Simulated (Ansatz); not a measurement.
## Where Ga_N puts its levels in the gap of GaN (F-43m)

Wanted: the transition levels of a antisite in GaN (F-43m), from a cell of 54 host atoms with 1 N taken out and 1 Ga put in.

Program: Ansatz 0.2.0. Level of theory: place-levels on r2SCAN runs: charge-transition levels and formation energies with image-charge correction and potential alignment at the atomic sites; PAW set soft_1. Results are calculated unless marked as measured.

## 1. The starting structure

The cell holds 54 atoms: 28 Ga and 26 N. Cell: a = 9.542 Å, b = 9.542 Å, c = 9.542 Å, α = 60.0°, β = 60.0°, γ = 60.0°. It derives from GaN (space group F-43m). Nearest the centre at fractional (0.417, 0.417, 0.417): Ga28 at 0.00 Å, Ga29 at 1.95 Å, Ga45 at 1.95 Å, Ga33 at 1.95 Å, Ga27 at 1.95 Å, N46 at 3.18 Å, N34 at 3.18 Å, N16 at 3.18 Å.

Structure file:

```xyz
54
Lattice="0.0000 6.7473 6.7473 6.7473 0.0000 6.7473 6.7473 6.7473 0.0000" Properties=species:S:1:pos:R:3 pbc="T T T"
Ga    0.0000    0.0000    0.0000
N     1.1245    1.1245    1.1245
Ga    2.2491    2.2491    0.0000
N     3.3736    3.3736    1.1245
Ga    4.4982    4.4982    0.0000
N     5.6227    5.6227    1.1245
Ga    2.2491    0.0000    2.2491
N     3.3736    1.1245    3.3736
Ga    4.4982    2.2491    2.2491
N     5.6227    3.3736    3.3736
Ga    6.7473    4.4982    2.2491
N     7.8718    5.6227    3.3736
Ga    4.4982    0.0000    4.4982
N     5.6227    1.1245    5.6227
Ga    6.7473    2.2491    4.4982
N     7.8718    3.3736    5.6227
Ga    8.9964    4.4982    4.4982
N    10.1209    5.6227    5.6227
Ga    0.0000    2.2491    2.2491
N     1.1245    3.3736    3.3736
Ga    2.2491    4.4982    2.2491
N     3.3736    5.6227    3.3736
Ga    4.4982    6.7473    2.2491
N     5.6227    7.8718    3.3736
Ga    2.2491    2.2491    4.4982
N     3.3736    3.3736    5.6227
Ga    4.4982    4.4982    4.4982
Ga    5.6227    5.6227    5.6227
Ga    6.7473    6.7473    4.4982
N     7.8718    7.8718    5.6227
Ga    4.4982    2.2491    6.7473
N     5.6227    3.3736    7.8718
Ga    6.7473    4.4982    6.7473
N     7.8718    5.6227    7.8718
Ga    8.9964    6.7473    6.7473
N    10.1209    7.8718    7.8718
Ga    0.0000    4.4982    4.4982
N     1.1245    5.6227    5.6227
Ga    2.2491    6.7473    4.4982
N     3.3736    7.8718    5.6227
Ga    4.4982    8.9964    4.4982
N     5.6227   10.1209    5.6227
Ga    2.2491    4.4982    6.7473
N     3.3736    5.6227    7.8718
Ga    4.4982    6.7473    6.7473
N     5.6227    7.8718    7.8718
Ga    6.7473    8.9964    6.7473
N     7.8718   10.1209    7.8718
Ga    4.4982    4.4982    8.9964
N     5.6227    5.6227   10.1209
Ga    6.7473    6.7473    8.9964
N     7.8718    7.8718   10.1209
Ga    8.9964    8.9964    8.9964
N    10.1209   10.1209   10.1209
```

Screening for the image-charge correction: ε∞ = 6.00, ε0 = 10.56, computed on the host (DFPT, PBEsol, on the r2SCAN cell), and a cell off the functional's own equilibrium shifts the ionic part.

The cell's shortest repeat is 9.5 Å.

## 2. What was run first

A transition level is the Fermi level at which two charge states cost the same, so each charge needs its own total energy, at its own relaxed structure.

Random displacements of about 0.05 Å break the site symmetry at the start, so that the relaxation can reach a distorted minimum if there is one. Forces are taken on a 2×2×2 shifted mesh. The cell holds 2 electrons more than the neutral one, with a uniform background that keeps it neutral on the whole.

The sampling was tested on the host first: at the k-points planned (1x1x1 shifted 0.25 0.25 0.25) its energy lies 0.067 eV an atom from the dense-mesh value, so the final energies take a denser sampling.

One state's input; the others differ in charge, spin, start and seed, and in occupations where the table says so.

File qm2.relax/input.yaml:

```yaml
crystal:
  lattice:
    - [0.0, 2.24909694, 2.24909694]
    - [2.24909694, 0.0, 2.24909694]
    - [2.24909694, 2.24909694, 0.0]
  atoms:
    - { symbol: Ga, position: [0.0, 0.0, 0.0] }
    - { symbol: "N", position: [0.25, 0.25, 0.25] }
  supercell: [3, 3, 3]
  defects: [{ substitution: { at: 27, symbol: Ga } }]
total_charge: -2
basis:
  ecutwfc: 500
  xc_grid: 2
hamiltonian:
  xc: r2scan
  pseudopotentials: { kind: paw, azcp: { folder: soft_1 } }
kpoints:
  mp_grid: { grid: [2, 2, 2], shift: [0.5, 0.5, 0.5] }
scf:
  occupations: { method: fixed }
  max_iter: 60
output:
  forces: true
  charged_corrections: { epsilon: 6.0, static_epsilon: 10.56 }
relax:
  f_tol: 0.02
  max_steps: 80
  random_displacement: { amplitude: 0.05, seed: 7263 }
checkpoint:
  write: "../qm2.relax.run"
  compress: false
  write_wavefunctions: true
  write_every: 100000
```

On the command line:

```bash
> ansatz run input.yaml --threads 4 --pin off --max-ram 15073MiB --backend cpu --events-out ev --progress --plain --runs-dir out
```

The run of this state that the levels use, under r2SCAN:

File qm2.point/input.yaml:

```yaml
crystal:
  checkpoint: "../qm2.relax.run"
  host: checkpoint
total_charge: -2
basis:
  ecutwfc: 500
  xc_grid: 2
hamiltonian:
  xc: r2scan
  pseudopotentials: { kind: paw, azcp: { folder: soft_1 } }
kpoints:
  mp_grid: { grid: [2, 2, 2], shift: [0.5, 0.5, 0.5] }
scf:
  occupations: { method: fermi_dirac, width: 0.01 }
  max_iter: 60
output:
  forces: true
  eigenvalues: true
  charged_corrections:
    epsilon: 6.0
    static_epsilon: 10.56
    defect_position: [0.416667, 0.416667, 0.416667]
  eigenstates: { localisation: true }
  populations: true
  band_densities: [{ bands: [v1, v1] }, { bands: [c1, c1] }]
  write_density: true
  write_potential: true
  volumetric_format: npy
checkpoint:
  read: "../qm2.relax.run"
  write: "../qm2.point.run"
  compress: false
  write_wavefunctions: false
  write_every: 100000
```

Relaxations under r2SCAN at a 2×2×2 shifted mesh; times on 4 threads of Arm Neoverse V1, shared host:

```tsv
charge	moment (μB)	occupations	outcome	steps	largest displacement against the far atoms (Å)	time
−2	0	fixed	converged	6	0.19	6.4 min
−1	1	fixed	converged	12	0.23	32 min
0	0	fixed	not converged	3	-	7.6 min
0	0	fermi-dirac	converged	8	0.28	9 min
+1	1	fixed	converged	8	0.32	20 min
+2	0	fixed	converged	6	0.38	7 min
−2	2	fixed	converged	14	0.24	36 min
0	2	fixed	converged	7	0.27	18 min
+2	2	fixed	converged	9	0.38	26 min
```

Single points under r2SCAN at a 2×2×2 shifted mesh; times on 4 threads of Arm Neoverse V1, shared host:

```tsv
charge	moment (μB)	occupations	outcome	time
−2	0	fermi-dirac	converged	60 s
−1	1	fermi-dirac	converged	4.5 min
0	0	fermi-dirac	converged	64 s
+1	1	fermi-dirac	converged	2.3 min
+2	0	fermi-dirac	converged	63 s
−2	2	fermi-dirac	converged	6.3 min
0	2	fermi-dirac	converged	2.2 min
+2	2	fermi-dirac	converged	6.7 min
```

Distances (Å) from Ga28 to the nearest atoms after relaxation with r2SCAN:

```tsv
charge	moment (μB)	1.	2.	3.	4.	5.	6.
−2	0	Ga 2.13	Ga 2.13	Ga 2.13	Ga 2.14	N 3.27	N 3.27
−2	2	Ga 2.16	Ga 2.18	Ga 2.20	Ga 2.20	N 3.23	N 3.23
−1	1	Ga 2.15	Ga 2.16	Ga 2.19	Ga 2.19	N 3.22	N 3.22
0	0	Ga 2.16	Ga 2.22	Ga 2.22	Ga 2.24	N 3.19	N 3.19
0	2	Ga 2.21	Ga 2.21	Ga 2.21	Ga 2.22	N 3.24	N 3.24
+1	1	Ga 2.26	Ga 2.26	Ga 2.26	Ga 2.28	N 3.22	N 3.22
+2	0	Ga 2.31	Ga 2.31	Ga 2.31	Ga 2.32	N 3.22	N 3.22
+2	2	Ga 2.28	Ga 2.31	Ga 2.35	Ga 2.35	N 3.18	N 3.19
```

## 3. place-levels, r2SCAN

A charged cell interacts with its images and the background, and its potential has another zero than the host's. place-levels removes the first by a point-charge model, screened by the static dielectric constant since the ions have relaxed around the charge, and the second by comparing potentials at atoms far from the defect.

The host is a run of the defect-free crystal in the same cutoffs, grids and k-points, so that basis and sampling errors cancel in part in the differences. The host is run in a cell of 2 atoms on a matching mesh. Its band edges are searched through the zone by a band path, so the gap is smaller than, or equal to, that on the mesh. Chemical potentials are energies per atom of N (N2 molecule) and Ga (alpha-Ga (Cmce)), run with the same functional and cutoff.

File levels.point.yaml:

```yaml
host:
  run: host.point.run
states: [qm2.point.run, qm1_M1.point.run, q0.point.run, qp1_M1.point.run, qp2.point.run, qm2_M2.point.run, q0_M2.point.run, qp2_M2.point.run]
geometry_from:
  qm2.point.run: qm2.relax.run
  qm1_M1.point.run: qm1_M1.relax.run
  q0.point.run: q0.relax_smeared.run
  qp1_M1.point.run: qp1_M1.relax.run
  qp2.point.run: qp2.relax.run
  qm2_M2.point.run: qm2_M2.relax.run
  q0_M2.point.run: q0_M2.relax.run
  qp2_M2.point.run: qp2_M2.relax.run
  host.point.run: host.relax.run
chemical_potentials:
  "N":
    energy: -384.814403
    dataset: "<sha256 of the dataset>"
  Ga:
    energy: -3790.270342
    dataset: <sha256 of the dataset>
epsilon: 6.0
static_epsilon: 10.56
vertical:
  - { from: qm2.point.run, to: qm2.point_neutral.run }
  - { from: qm1_M1.point.run, to: qm1_M1.point_neutral.run }
  - { from: qp1_M1.point.run, to: qp1_M1.point_neutral.run }
  - { from: qp2.point.run, to: qp2.point_neutral.run }
  - { from: qm2_M2.point.run, to: qm2_M2.point_neutral.run }
  - { from: qp2_M2.point.run, to: qp2_M2.point_neutral.run }
```

On the command line:

```bash
> ansatz place-levels levels.point.yaml -- --threads 4 --pin off --max-ram 15073MiB
```

Numbers of over 12 decimals in the logs are rounded to 6 here.

Output:

```text
[... repeated set-up lines and file paths are left out, and long positions are rounded to six places ...]
(+2/+1) 0.841 eV above the valence edge, 1.327 eV under the conduction edge
(+1/0) 1.469 eV above the valence edge, 0.699 eV under the conduction edge
(0/-1) 2.213 eV above the valence edge (+2.318 eV without the band-filling correction), in the conduction band; not on the lower envelope
(-1/-2) 2.168 eV above the valence edge (+2.985 eV without the band-filling correction), 0.000 eV under the conduction edge; not on the lower envelope
(0/-2) 2.191 eV above the valence edge (+2.652 eV without the band-filling correction), in the conduction band: charges between them are lowest nowhere
formation energy of charge +2: +5.304 eV with the Fermi level at the valence edge
formation energy of charge +1: +6.146 eV with the Fermi level at the valence edge
formation energy of charge 0: +7.614 eV with the Fermi level at the valence edge
formation energy of charge -1: +9.827 eV with the Fermi level at the valence edge
formation energy of charge -2: +11.996 eV with the Fermi level at the valence edge
vertical -2 to 0: no energy, since no alignment is typed
  the change from vertical[0].from (qm2.point.run) to vertical[0].to (qm2.point_neutral.run): by its potential at epsilon 6 it stands at 0.415 0.414 0.415, with an rms radius of about 1.9 Å (1.1 1.1 1.1 Å across the planes of the cell's vectors); [...]
vertical -1 to 0: no energy, since no alignment is typed
  the change from vertical[1].from (qm1_M1.point.run) to vertical[1].to (qm1_M1.point_neutral.run): by its potential at epsilon 6 it stands at 0.414 0.421 0.411, with an rms radius of about 2.0 Å (1.1 1.3 1.0 Å across the planes of the cell's vectors); [...]
vertical +1 to 0: no energy, since no alignment is typed
  the change from vertical[2].from (qp1_M1.point.run) to vertical[2].to (qp1_M1.point_neutral.run): by its potential at epsilon 6 it stands at 0.405 0.405 0.405, with an rms radius of about 1.3 Å (0.7 0.7 0.7 Å across the planes of the cell's vectors); [...]
vertical +2 to 0: no energy, since no alignment is typed
  the change from vertical[3].from (qp2.point.run) to vertical[3].to (qp2.point_neutral.run): by its potential at epsilon 6 it stands at 0.404 0.404 0.404, with an rms radius of about 1.7 Å (1.0 1.0 1.0 Å across the planes of the cell's vectors); [...]
vertical -2 to 0: no energy, since no alignment is typed
  the change from vertical[4].from (qm2_M2.point.run) to vertical[4].to (qm2_M2.point_neutral.run): by its potential at epsilon 6 it stands at 0.398 0.397 0.394, with an rms radius of about 3.1 Å (1.8 1.8 1.8 Å across the planes of the cell's vectors); [...]
vertical +2 to 0: no energy, since no alignment is typed
  the change from vertical[5].from (qp2_M2.point.run) to vertical[5].to (qp2_M2.point_neutral.run): by its potential at epsilon 6 it stands at 0.403 0.402 0.406, with an rms radius of about 1.6 Å (0.9 0.9 1.0 Å across the planes of the cell's vectors); [...]
  edges by r2scan, gap 2.168 eV; the host is sampled to repeats of 19.08 Å
  the defect's cells are sampled to repeats of 19.08 Å, like sampling
  charge +2: -116181.2095 eV with its correction of +1.211 eV, at epsilon 10.56, aligned at sites: +0.1420 eV, mean over 19 atomic sites at or beyond 4.77 Å from the defect at [0.4167, 0.4167, 0.4167], with +0.000000 for the charge's moments and without [...]
  states[7] (qp2_M2.point.run): levels filled in part (TS 0.003 eV): its energy is of no whole electron's
  charge +1: -116170.9186 eV with its correction of +0.403 eV, at epsilon 10.56, aligned at sites: +0.1717 eV, mean over 19 atomic sites at or beyond 4.77 Å from the defect at [0.4167, 0.4167, 0.4167], with +0.000000 for the charge's moments and without [...]
  charge 0: +0.000 eV for its dipole among its images, +0.000 omitted
  charge -1: -116148.2326 eV with its correction of +0.022 eV, at epsilon 10.56, aligned at sites: +0.2097 eV, mean over 19 atomic sites at or beyond 4.77 Å from the defect at [0.4167, 0.4167, 0.4167], with +0.000000 for the charge's moments and without [...]
  charge -2: -116135.7978 eV with its correction of +0.481 eV, at epsilon 10.56, aligned at sites: +0.2227 eV, mean over 19 atomic sites at or beyond 4.77 Å from the defect at [0.4167, 0.4167, 0.4167], with +0.000000 for the charge's moments and without [...]
  charge +2: states[4] (qp2.point.run) stands 0.032 eV higher, with a moment of 0.00 μB against 2.00
  charge 0: states[2] (q0.point.run) stands 0.166 eV higher, with a moment of 0.00 μB against 2.00
  charge -2: states[5] (qm2_M2.point.run) stands 1.061 eV higher, with a moment of 2.00 μB against 0.00
  states[5] (qm2_M2.point.run): levels filled in part (TS 0.003 eV): its energy is of no whole electron's
  of states[7] (qp2_M2.point.run): it parts from the run that its charge is read beside by 2 carriers, of which the mean alone is read, by its potential at epsilon 6, taken for that of held ions (one typed too small widens it): that is narrow, but one of them [...]
  of states[3] (qp1_M1.point.run): its alignment with the host at atomic sites is doubtful: the mean over the far sites moves by -0.0942 eV from their farther parts to their nearer, more than 0.05 eV. [...]
  of states[6] (q0_M2.point.run): stability_check_not_made
  of states[1] (qm1_M1.point.run): a band-filling correction moves a carrier to the host's band edge, which changes its energy by -0.105 eV; [...]
  of states[0] (qm2.point.run): it parts from the run that its charge is read beside by 2 carriers, of which the mean alone is read, by its potential at epsilon 6, taken for that of held ions (one typed too small widens it): that is narrow, but one of them [...]
  of states[4] (qp2.point.run): it parts from the run that its charge is read beside by 2 carriers, of which the mean alone is read, by its potential at epsilon 6, taken for that of held ions (one typed too small widens it): that is narrow, but one of them [...]
  of states[5] (qm2_M2.point.run): it parts from the run at its places by a charge that spreads by about 1.8 Å along one vector (1.3 Å or more is wide), by its potential at epsilon 6, taken for that of held ions (one typed too small widens it), where the cell [...]
  of vertical[0].from (qm2.point.run): it parts from the run that its charge is read beside by 2 carriers, of which the mean alone is read, by its potential at epsilon 6, taken for that of held ions (one typed too small widens it): that is narrow, but one of [...]
  vertical[0].to (qm2.point_neutral.run): levels filled in part (TS 0.019 eV): its energy is of no whole electron's
  of vertical[1].from (qm1_M1.point.run): stability_check_not_made; of the run under geometry_from: band_overlap_at_count
  vertical[1].to (qm1_M1.point_neutral.run): levels filled in part (TS 0.009 eV): its energy is of no whole electron's
  of vertical[2].from (qp1_M1.point.run): stability_check_not_made
  vertical[2].to (qp1_M1.point_neutral.run): levels filled in part (TS 0.018 eV): its energy is of no whole electron's
  of vertical[3].from (qp2.point.run): it parts from the run that its charge is read beside by 2 carriers, of which the mean alone is read, by its potential at epsilon 6, taken for that of held ions (one typed too small widens it): that is narrow, but one of [...]
  vertical[3].to (qp2.point_neutral.run): levels filled in part (TS 0.019 eV): its energy is of no whole electron's
  vertical[4].from (qm2_M2.point.run): levels filled in part (TS 0.003 eV): its energy is of no whole electron's
  of vertical[4].from (qm2_M2.point.run): its moments are held at its close (magnetization.spin_locking), by a field of 0.724 eV a Bohr magneton, and its energy and levels are of the state that this holds: a run that lets them go can end lower; [...]
  vertical[4].to (qm2_M2.point_neutral.run): levels filled in part (TS 0.009 eV): its energy is of no whole electron's
  vertical[5].from (qp2_M2.point.run): levels filled in part (TS 0.003 eV): its energy is of no whole electron's
  of vertical[5].from (qp2_M2.point.run): stability_check_not_made; of the run under geometry_from: band_overlap_at_count; [...]
  vertical[5].to (qp2_M2.point_neutral.run): levels filled in part (TS 0.007 eV): its energy is of no whole electron's
```

Run time: 0.88 s. Hardware: 4 threads of Arm Neoverse V1, shared host.

(Continued in part 2 of 2.)

[Logs are printed without paths, hosts, clocks, repeated set-up lines and the standing remarks that a program may print on its own settings, such as how far it seeks lower states.]

[Hosts, paths, dates, database ids (printed as entryN), source tags and the programs' standing remarks are cut or masked in the printed files.]

[Where a table of states has a column of steps, it counts the stored structures, which are thinned; the runs took as many ionic steps or more.]

[A defect's name tells the site on which it was built; relaxed atoms can leave that site.]

[For some hosts the program warned that the k-mesh of the response run may be too coarse for force constants and the static dielectric constant; such warnings are not shown here.]
